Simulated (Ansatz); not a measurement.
# ZrTiTe4: which shell does photoemission see at 21.2 and 60 eV? (LDA)

The valence band of ZrTiTe4 mixes several shells. Work out by hand which one leads the spectrum's area at each photon energy.

Filled states come from the projected DOS of Ansatz 0.2.0 (LDA, plane waves); cross sections σ and asymmetry parameters β are those of free atoms in a Dirac–Hartree–Slater calculation. A shell's area is states × σ × angular factor, which is 1 − β·P₂(cos θ)/2 for unpolarised light, with θ = 60° from the beam and P₂ = -0.125.

**At 21.2 eV** (states counted from 11.2 eV below the zero; other shells add 0.1 to the products' sum of 51.1):

```
shell  filled states a cell  cross section (Mb an electron)     β  angular factor  product  share by hand (%)  share in the simulated spectrum (%)
Te 5s                  6.61                          0.0337  0.58            1.04    0.231                  0                                    0
Te 5p                 17.09                            1.38  1.91            1.12     26.4                 52                                   52
Zr 4p                  0.00                               0  0.00            1.00        0                  0                                    0
Zr 4d                  2.99                            5.55  0.52            1.03     17.1                 33                                   33
Ti 3d                  2.81                            2.54  0.16            1.01     7.23                 14                                   14
```

**At 60 eV** (states counted from 29.0 eV below the zero; other shells add 0.054 to the products' sum of 6.56):

| shell | filled states a cell | cross section (Mb an electron) | β | angular factor | product | share by hand (%) | share in the simulated spectrum (%) |
| --- | --- | --- | --- | --- | --- | --- | --- |
| Te 5s | 7.34 | 0.061 | 1.90 | 1.12 | 0.501 | 8 | 8 |
| Te 5p | 17.17 | 0.0499 | 0.31 | 1.02 | 0.873 | 13 | 13 |
| Zr 4p | 5.92 | 0.21 | 1.23 | 1.08 | 1.34 | 20 | 19 |
| Zr 4d | 2.99 | 0.0814 | 1.97 | 1.12 | 0.273 | 4 | 4 |
| Ti 3d | 2.82 | 1.19 | 0.79 | 1.05 | 3.52 | 54 | 55 |

Te 5p leads at 21.2 eV and Ti 3d at 60 eV. Between the two energies σ of Te 5p changes by a factor 0.036 and that of Ti 3d by 0.47, so their ratio moves 13-fold in favour of the second. The simulated spectrum uses the same rule on the energy-resolved DOS, so the two share columns agree within a few points.

Only crystals where the two columns agree within 4 points and the lead is clear are worked in this form. Free-atom cross sections ignore the solid's final states, no escape depth or background enters, and the count of states a shell hangs on the projection.

[Logs are printed without paths, hosts, clocks, repeated set-up lines and the standing remarks that a program may print on its own settings, such as how far it seeks lower states.]
